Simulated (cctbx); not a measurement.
## Accept or mend?

Cell a = 7.4760 Å, b = 7.4760 Å, c = 11.0690 Å, α = 90.00°, β = 90.00°, γ = 90.00°; space group I4/mmm (no. 139).

Simulated single-crystal data (cctbx): synchrotron X-rays, λ = 0.7749 Å, to d = 0.77 Å, 70 % of the full sphere, strongest reflection 20000 counts, noise from counting, a 2 % proportional error and a noise floor of 2 counts (s.d.); no absorption.

An isotropic refinement with weights 1/σ² prints:

```text
Rint 0.024, 237 unique reflections to 0.77 A
cycle     R1     wR2    GooF  max shift (A)
   1  0.2005  0.4652  28.507   0.17477
   6  0.0094  0.0323   1.977   0.00012
final R1 0.0094 wR2 0.0323 GooF 1.977  parameters 11  data/parameter 21.5
atom        x        y        z      Ueq    occ   su(xyz)  su(Uiso or U11)
Ge1    0.68540  0.31460  0.12031   0.0061  1.000  0.00003  0.0001
Ge2    0.32861  0.00000  0.00000   0.0067  1.000  0.00006  0.0001
Ca1    0.00000  0.50000  0.25000   0.0097  1.000  0.00000  0.0003
Mg1    0.00000  0.00000  0.16743   0.0096  1.000  0.00021  0.0004
Mg2    0.75140  0.24860  0.37719   1.0000  1.000  0.00336  0.0435
difference map: max 0.54 min -0.43 rms 0.14
Q1    0.0000  0.0000  0.4436    4    0.55  2.08 A from Ge1
Q2    0.0000  0.0000  0.0000    2    0.39  1.85 A from Mg1
Q3    0.0000  0.3431  0.0000    8    0.36  0.11 A from Ge2
Q4    0.0000  0.0877  0.1890   16    0.36  0.70 A from Mg1
Q5    0.0000  0.3301  0.1821   16    0.35  1.48 A from Ca1
Q6    0.0730  0.0730  0.2890   16    0.34  1.55 A from Mg1
```

**Question.** Can this result stand? If not, what is the likely fault?

Mend it. The fault: spurious atom: Mg2. Against the right model at the same level, R1 goes from 0.0069 to 0.0094 and GooF from 0.92 to 1.98 and Mg2 takes U = the program's ceiling. A site with no density behind it hides by a very large U or drifts.

The compound is CaMgGe6. The right model at the same level gives:

```text
Rint 0.024, 237 unique reflections to 0.77 A
cycle     R1     wR2    GooF  max shift (A)
   1  0.2016  0.4541  27.643   0.06362
   2  0.0069  0.0151   0.921   0.00000
final R1 0.0069 wR2 0.0151 GooF 0.921  parameters 8  data/parameter 29.6
atom        x        y        z      Ueq    occ   su(xyz)  su(Uiso or U11)
Ge1    0.68542  0.31458  0.12031   0.0063  1.000  0.00002  0.0001
Ge2    0.32859  0.00000  0.00000   0.0069  1.000  0.00003  0.0001
Ca1    0.00000  0.50000  0.25000   0.0100  1.000  0.00000  0.0001
Mg1    0.00000  0.00000  0.16742   0.0099  1.000  0.00010  0.0002
difference map: max 0.37 min -0.37 rms 0.07
Q1    0.0000  0.0000  0.4436    4    0.39  2.08 A from Ge1
Q2    0.0000  0.3267  0.1808   16    0.26  1.51 A from Ca1
Q3    0.1688  0.1688  0.0527   16    0.23  1.71 A from Ge1
Q4    0.0000  0.2874  0.0855   16    0.20  1.00 A from Ge2
Q5    0.0771  0.0771  0.2907   16    0.20  1.51 A from Ge1
Q6    0.0000  0.0000  0.0000    2    0.20  1.85 A from Mg1
```

The model was made for the exercise: a known structure type with other elements put in, its volume estimated, not relaxed; displacement parameters are assumed.

[Middle refinement cycles are left out of these outputs.]

[Logs are printed without paths, hosts, clocks, repeated set-up lines and the standing remarks that a program may print on its own settings, such as how far it seeks lower states.]
